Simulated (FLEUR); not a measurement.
Entries from a set of simulations; values are calculated unless marked as measured.

## Collinear magnetic orders of GdN with FLEUR

The structure is cubic, space group Fm-3m (No. 225). The conventional cell has a = 4.999 Å, b = 4.999 Å, c = 4.999 Å, α = 90.00°, β = 90.00°, γ = 90.00°. Nearest to Gd lie 6 N at 2.50 Å. Nearest to N lie 6 Gd at 2.50 Å. Farther neighbours and most contacts between anions are not listed.

```xyz
2
Lattice="0.0000 2.4995 2.4995 2.4995 0.0000 2.4995 2.4995 2.4995 0.0000" Properties=species:S:1:pos:R:3 pbc="T T T"
Gd    0.0000    0.0000    0.0000
N     2.4995    2.4995    2.4995
```

| Quantity | Value |
| --- | --- |
| method | PBEsol with U = 6.7 eV, J = 0.7 eV on Gd f; all-electron FLAPW, Dirac cores, scalar-relativistic bands (and 1 further level or step) |
| program | FLEUR MaX-R8.1 |
| settings of one run | kmax 3.61 1/bohr, gmax 10.8 1/bohr, muffin tin radii Gd: 2.8, N: 1.66 bohr, lmax Gd: [10, 8], N: [6, 4], hist occupations, smearing width 0.03 eV, mixer Anderson, mixing 0.05, max iterations 130, stop 0.0001 me/bohr³, collinear spin, 8×8×8 k-mesh, double counting FLL, mesh matched on, seeded occupations whole cubic f orbitals, Hund's first rule, starting moments 7 0 μB |
| cost | 4 runs, 2.6 min in all on 4 MPI ranks of Arm Neoverse V2, shared host (the runs of this entry) |
| notes | The database entry behind the starting cell differs from later determinations by our own check (about 0.3 % long). The run is spin-polarised, with a total moment of 7.00 μB a cell. Only 3 starts were tried; other patterns of signs, canted and longer-period orders were not. |
| lowest state found | ferromagnetic (initial ferro +) |
| largest site spin moment | 7.05 μB |
| next finished state | antiferromagnetic, 4.18 meV a seeded atom higher |
| orbital moment on the atom of largest spin, along its spin (spin–orbit run) | -6.0e-4 μB |
| spin plus orbital moment | Gd 7.04 μB |

The lowest state found is ferromagnetic, reached from the start ferro +, with moments up to 7.05 μB. The next finished state costs 4.2 meV a seeded atom.

[Logs and program files are shortened in this print: banners, set-up blocks, solver, clock and traceback lines can be left out without a mark of their own.]

[Logs are printed without paths, hosts, clocks, repeated set-up lines and the standing remarks that a program may print on its own settings, such as how far it seeks lower states.]

[Hosts, paths, dates, database ids (printed as entryN), source tags and the programs' standing remarks are cut or masked in the printed files.]

[Where a cell is said to come from a database of computed structures, the database is the Materials Project.]
